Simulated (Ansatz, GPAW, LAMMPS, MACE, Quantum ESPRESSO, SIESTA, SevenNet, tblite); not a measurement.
# tblite runs on liquid 62SiO2-17Al2O3-10MgO-10Na2O (mol %) at 2000 K (94 atoms)

How near does tblite come to plane waves for liquid 62SiO2-17Al2O3-10MgO-10Na2O (mol %) at 2000 K (94 atoms)?

Main program and level: tblite 0.8.0; the method is named at each step.

## (1) Starting point

The cell holds 94 atoms: 18 Si, 10 Al, 3 Mg, 6 Na and 57 O. Cell: a = 11.041 Å, b = 11.041 Å, c = 11.041 Å, α = 90.0°, β = 90.0°, γ = 90.0°. 94 atoms (18 Si, 10 Al, 3 Mg, 6 Na, 57 O) placed at random at 2.51 g/cm³, melted at 4000 K for 10 ps at fixed volume with the Morse and Coulomb pair potential with partial charges (Pedone, Malavasi, Menziani, Cormack and Segre, J. Phys. Chem. B 110, 11780 (2006)). Snapshot at the end of a hold of 10 ps at 2000 K and zero pressure.

The yardstick, on the same geometry:

| Property | Result |
| --- | --- |
| method | Kohn-Sham DFT, PBE, PAW, plane waves (Ansatz 0.2.0); cutoff 420 eV, Γ point, fermi-dirac smearing of 0.05 eV; PAW set soft_2 |
| r.m.s. force component | 2.18 eV/Å |
| longest force | 9.468 eV/Å |
| pressure | 4.055 GPa |
| gap (highest filled to lowest empty level) | 1.459 eV |
| SCF cycles | 10 |
| time | 16 s on 4 threads of Arm Neoverse V2, shared host |
| CPU time | 63 s |

## (2) GFN1-xTB

Method: GFN1-xTB tight binding, diagonalisation.

File run.py:

```python
import numpy as np
from ase.io import read
from tblite.ase import TBLite

atoms = read("structure.xyz")
atoms.calc = TBLite(method="GFN1-xTB", electronic_temperature=580, accuracy=1.0, max_iterations=250, mixer_damping=0.4, verbosity=1)
energy = atoms.get_potential_energy()
forces = atoms.get_forces()
print(f"energy {energy:.6f} eV")
print("forces (eV/A)")
for i, (a, f) in enumerate(zip(atoms, forces)):
    print(f"{i:4d} {a.symbol:2s} {f[0]:10.5f} {f[1]:10.5f} {f[2]:10.5f}")
stress = -atoms.get_stress(voigt=False) * 160.21766
print("stress (GPa, compression positive)")
for row in stress:
    print(" ".join(f"{x:10.4f}" for x in row))
print("charges (e)")
print(np.array2string(atoms.get_charges(), precision=4, suppress_small=True, max_line_width=110, threshold=100000))
```

File structure.xyz:

```xyz
94
Lattice="11.04071 0.00000 0.00000 0.00000 11.04071 0.00000 0.00000 0.00000 11.04071" Properties=species:S:1:pos:R:3 pbc="T T T"
Si 6.20146 3.88015 2.24436
Si 8.86834 9.37533 8.77913
Si 8.88612 7.34340 4.73569
Si 10.41879 1.41122 1.29982
Si 8.98383 3.54208 8.67954
Si 7.13815 5.04218 6.40836
Si 2.96708 2.22956 4.47612
Si 6.05439 9.07491 5.18858
Si 2.51198 6.74709 6.92087
Si 0.68066 5.15358 8.95733
Si 6.48079 7.53308 8.08158
Si 10.77595 0.23859 6.67819
Si 5.05466 1.84645 0.33166
Si 3.29433 4.84886 2.59324
Si 8.04636 0.86868 10.33234
Si 9.05515 3.70129 2.99358
Si 5.70220 1.14404 5.98992
Si 3.88291 7.44541 9.67807
Al 3.41003 8.24796 3.21472
Al 10.14575 7.27793 10.52434
Al 4.25763 4.15970 6.15884
Al 8.99950 6.24926 1.65953
Al 3.23393 10.13338 0.14651
Al 4.37124 3.96604 9.39885
Al 8.64046 2.46362 5.57523
Al 7.23851 5.11803 10.66201
Al 0.77925 8.75020 5.14298
Al 1.65854 3.39524 0.14496
Mg 11.00593 10.86781 9.86167
Mg 1.12240 7.24823 2.22018
Mg 1.75039 10.96022 2.76194
Na 10.78368 4.74828 5.38301
Na 5.69082 7.27229 1.61835
Na 2.93661 1.40581 7.80854
Na 0.60249 2.74163 7.18187
Na 7.75919 9.52007 2.61742
Na 5.29711 10.19621 9.43881
O 7.91906 10.25020 9.78472
O 2.87036 6.54836 2.95880
O 7.31083 3.86204 3.31917
O 9.83374 1.27918 6.08961
O 7.20704 1.62354 5.39924
O 6.67256 6.05307 7.62869
O 3.17089 1.00217 3.33043
O 9.70556 5.02661 2.71911
O 0.27039 0.93007 2.38733
O 6.62906 1.09767 10.72517
O 4.46464 2.10447 5.55414
O 3.28814 6.94715 8.29367
O 5.19333 8.35484 4.11244
O 5.76756 1.01078 7.56951
O 1.59064 4.32641 9.81817
O 8.43102 4.42158 9.77787
O 9.32708 2.57017 2.07974
O 0.37660 2.36470 0.36677
O 3.67479 5.67967 6.11788
[... 34 atom lines left out ...]
O 4.10339 2.72352 10.51307
O 3.40473 8.93790 9.98842
O 5.72836 4.81309 9.92604
O 10.35033 7.49245 5.07343
```

On the command line:

```bash
OMP_NUM_THREADS=1 python run.py > output.txt
```

Output:

```text
------------------------------------------------------------
  cycle        total energy    energy error   density error
------------------------------------------------------------
      1     -297.5081048114  -2.9895774E+02   1.0565419E+00
      2     -302.2591954114  -4.7510906E+00   7.5534090E-01
      3     -315.9983769404  -1.3739182E+01   5.0325752E-01
      4     -323.3331303960  -7.3347535E+00   8.8621068E-02
      5     -323.4652090051  -1.3207861E-01   4.0759499E-02
      6     -323.5204200785  -5.5211073E-02   1.5984946E-02
      7     -323.5311200062  -1.0699928E-02   7.7705310E-03
      8     -323.5331498255  -2.0298193E-03   3.7230885E-03
      9     -323.5333253350  -1.7550950E-04   2.6124334E-03
     10     -323.5336181591  -2.9282412E-04   8.5792747E-04
     11     -323.5336379866  -1.9827527E-05   3.3736888E-04
     12     -323.5336413098  -3.3231588E-06   1.6716864E-04
     13     -323.5336426819  -1.3721271E-06   4.8107622E-05
     14     -323.5336427789  -9.6960548E-08   1.8622898E-05
------------------------------------------------------------
 total:                                   4.279 sec
energy -8803.798846 eV
forces (eV/A)
   0 Si    1.47181    3.29478   -1.78170
   1 Si    2.46018    0.33287   -0.51740
   2 Si   -6.10311   -0.88742   -3.15735
   3 Si   -0.74778    4.63594   -1.19110
   4 Si   -2.98839   -3.71362   -2.15718
   5 Si    3.56834    0.70204    0.90323
   6 Si    2.66187   -1.67448   -1.71548
   7 Si   -0.15487    0.25083    3.25806
   8 Si    3.06062   -6.92315    1.08502
   9 Si   -1.75611   -1.86008   -4.44866
  10 Si    0.56759    2.15930    0.57038
  11 Si    1.05448   -0.66220    6.43590
  12 Si    1.59629   -4.75105   -0.91353
  13 Si   -4.40965    1.26959    2.87086
  14 Si    3.63100   -2.12093   -3.09102
  15 Si   -3.15428    0.87498    4.66295
  16 Si    1.61433   -1.15118    2.10890
  17 Si   -1.08422   -1.10098    2.93295
  18 Al    0.16627   -1.15625    2.49051
  19 Al   -2.26563    0.94368    1.38606
  20 Al   -3.70388   -2.95409    0.90620
  21 Al   -1.35934    1.03082    0.45063
  22 Al   -1.36124   -0.33245    1.47512
  23 Al    0.18807    1.25802   -0.41473
[...]
86 O     1.55850    0.01594   -0.62294
  87 O    -0.77835    2.24448   -1.12072
  88 O    -0.25875    0.21051    0.57031
  89 O     0.47803    0.19280   -0.62929
  90 O    -1.58134    0.18633    0.24128
  91 O     0.79399    1.76977   -0.80528
  92 O    -0.04898    0.01880    0.41087
  93 O     2.99369    1.34751    1.19714
stress (GPa, compression positive)
    8.3087    -1.7668    -0.0331
   -1.7668     8.5342     0.5381
   -0.0331     0.5381     9.4990
charges (e)
[ 0.5456  0.5004  0.5088  0.4857  0.5208  0.5501  0.4606  0.4893  0.5032  0.5148  0.5253  0.4732  0.5381
  0.5249  0.5062  0.5201  0.4608  0.4684  0.5485  0.6274  0.6408  0.641   0.557   0.6293  0.6037  0.6252
  0.5795  0.6095  0.7839  0.7636  0.7779  0.2354  0.2051  0.2163  0.2217  0.2731  0.206  -0.2933 -0.3793
 -0.2649 -0.3126 -0.3386 -0.229  -0.4431 -0.3411 -0.3962 -0.2479 -0.2576 -0.2228 -0.3193 -0.433  -0.2863
 -0.3119 -0.2531 -0.3537 -0.3675 -0.2806 -0.2665 -0.3579 -0.2781 -0.265  -0.4462 -0.332  -0.2889 -0.4801
 -0.2511 -0.277  -0.4439 -0.2907 -0.4218 -0.3139 -0.2744 -0.2597 -0.4094 -0.4026 -0.3653 -0.215  -0.4506
 -0.4574 -0.2874 -0.2606 -0.5055 -0.2647 -0.2929 -0.3133 -0.2132 -0.2525 -0.3901 -0.5424 -0.2671 -0.2936
 -0.3413 -0.4293 -0.3082]
```

Run time: 4.8 s. Hardware: 1 thread of Arm Neoverse V2, shared host; peak memory 0.13 GiB.

Banners, paths, timers and routine set-up lines are dropped from the logs unmarked, and long logs keep their key lines alone; longer cuts are marked.

Against the reference:

```yaml
r_m_s_force_component: 1.868 eV/Å
r_m_s_difference_of_force_components: 623.3 meV/Å
longest_difference_of_force_vectors: 2475 meV/Å
force_difference_over_r_m_s_force: 28.59 %
slope_of_forces_against_the_reference_s: 0.8264
correlation_of_force_components: 0.9642
pressure: 8.781 GPa
pressure_difference: 4.726 GPa
```

Length of the force difference by element (eV/Å):

| element | atoms | mean | most |
| --- | --- | --- | --- |
| Al | 10 | 1.3 | 2.1 |
| Mg | 3 | 0.93 | 1.2 |
| Na | 6 | 0.55 | 0.91 |
| O | 57 | 0.75 | 1.6 |
| Si | 18 | 1.5 | 2.5 |

A closer look about O78, picked at random: 11 atoms, nearest first, numbered in the order of the input, with positions taken from that point.

| atom | x | y | z | distance (Å) | Mulliken charge (e) | Fx | Fy | Fz (eV/Å) |
| --- | --- | --- | --- | --- | --- | --- | --- | --- |
| O78 | 0.00 | 0.00 | 0.00 | 0.00 | -0.45 | 0.04 | 2.48 | -3.10 |
| Al19 | -0.21 | -0.67 | 1.43 | 1.59 | 0.55 | 0.17 | -1.16 | 2.49 |
| Al23 | -0.38 | 1.22 | -1.64 | 2.08 | 0.56 | -1.36 | -0.33 | 1.48 |
| Na33 | 2.07 | -1.64 | -0.17 | 2.65 | 0.21 | -0.11 | -0.28 | -0.31 |
| O39 | -0.75 | -2.37 | 1.17 | 2.75 | -0.38 | 0.69 | -2.98 | -0.41 |
| O92 | -0.21 | 0.02 | -2.84 | 2.85 | -0.34 | 0.79 | 1.77 | -0.81 |
| O50 | 1.58 | -0.56 | 2.33 | 2.87 | -0.32 | -3.15 | -1.22 | -1.77 |
| Mg31 | -1.87 | 2.04 | 0.98 | 2.94 | 0.78 | 0.53 | -0.19 | 0.07 |
| O82 | -2.34 | -0.19 | 1.78 | 2.94 | -0.51 | 1.98 | 0.57 | -2.10 |
| O63 | 0.83 | 2.48 | -1.39 | 2.96 | -0.33 | -0.72 | 0.22 | 0.76 |
| Mg30 | -2.49 | -1.67 | 0.44 | 3.03 | 0.76 | -0.53 | -0.15 | -0.47 |

Atoms are counted from 1 here, from 0 in the log.

Forces lie 29 % from the reference's, at 0.076 times its CPU time (on 1 against 4 cores).

## (3) What came out

| Quantity | Value |
| --- | --- |
| force difference from the reference | tblite GFN1-xTB, 29 % |
| its CPU time | 4.8 s |

What this shows: Tight binding differs by 29 % (tblite GFN1-xTB); it is another model, with fitted parameters of its own, and the xTB methods hold dispersion. One electronic-structure run takes under half the reference's CPU time: tblite GFN1-xTB, at 29 % in 4.8 s against 63 s; its pressure misses by +4.7 GPa. Periodic xTB results under one method name differ between programs and library versions. The frame stands for 2000 K, but pressures are static and levels are smeared at 580 K. The network of bonds at the start is that of the classical potential that made the cell, and needn't be the one that DFT or experiment would give. The electronic-structure runs sample only Γ, in a cell whose shortest periodic width is 11 Å.

[Also dropped from logs without a mark: logging warnings of Python, and SIESTA's first energy breakdown and zero terms.]

[Logs are printed without paths, hosts, clocks, repeated set-up lines and the standing remarks that a program may print on its own settings, such as how far it seeks lower states.]

[Hosts, paths, dates, database ids (printed as entryN), source tags and the programs' standing remarks are cut or masked in the printed files.]
